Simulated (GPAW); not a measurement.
The Sn K edge of atom 1 in SnO2 (R-3m), with 6 O at 2.13 Å (distorted octahedral, site symmetry -3m), was computed in 2 ways: full core hole (charged cell) and no core hole. Program and functional: GPAW, LDA, Gaussian full width 8.49 eV; cells of 3 and 21 atoms (the run without a hole in the smaller).

Each run is counted from its own lowest empty level or Fermi level and scaled to a mean of 1 over its first 20 eV.

```tsv
E (eV)	run 1	run 2
-2.00	0.17	0.06
-1.25	0.25	0.10
-0.50	0.36	0.15
0.25	0.48	0.21
1.00	0.63	0.30
1.75	0.80	0.40
2.50	0.97	0.52
3.25	1.15	0.66
4.00	1.30	0.81
4.75	1.44	0.97
5.50	1.53	1.12
6.25	1.59	1.26
7.00	1.60	1.39
7.75	1.56	1.48
8.50	1.49	1.54
9.25	1.39	1.56
10.00	1.27	1.54
10.75	1.15	1.48
11.50	1.02	1.40
12.25	0.91	1.30
13.00	0.81	1.20
13.75	0.73	1.09
14.50	0.67	0.99
15.25	0.63	0.91
16.00	0.61	0.84
16.75	0.59	0.79
17.50	0.59	0.75
18.25	0.59	0.73
19.00	0.60	0.72
19.75	0.60	0.72
20.50	0.60	0.72
21.25	0.60	0.72
22.00	0.60	0.71
22.75	0.59	0.71
23.50	0.57	0.70
24.25	0.55	0.68
25.00	0.53	0.67
25.75	0.51	0.65
26.50	0.49	0.62
27.25	0.48	0.60
28.00	0.46	0.58
28.75	0.45	0.56
29.50	0.45	0.54
30.25	0.44	0.52
31.00	0.44	0.50
31.75	0.44	0.48
```

**Question.** Which run is which?

Run 1: full core hole (charged cell) (area from −2 to 6 eV 7.0, main maxima 6.8 eV (1.60)). Run 2: no core hole (area from −2 to 6 eV 4.1, main maxima 9.2 eV (1.56)). With each curve scaled to its own mean, the area from −2 to 6 eV with the hole is 7.0 against 4.1, and the centre of weight from −1 to 20 eV moves by -1.5 eV, while the pattern of peaks shifts by -2.4 eV: the hole pulls the absorber's empty states down.

[Banner, clock and machine lines of the logs are left out without a mark of their own.]

[Logs are printed without paths, hosts, clocks, repeated set-up lines and the standing remarks that a program may print on its own settings, such as how far it seeks lower states.]

[Hosts, paths, dates, database ids (printed as entryN), source tags and the programs' standing remarks are cut or masked in the printed files.]

[Lists of maxima count a maximum above −3 eV only where it reaches 4 % of the highest in the window and stands out from its surroundings by 2 % of it (1.5 % where it reaches 55 %); shoulders and weaker maxima are passed over, and of the rest the first, up to two pre-edge ones and the few strongest are named.]
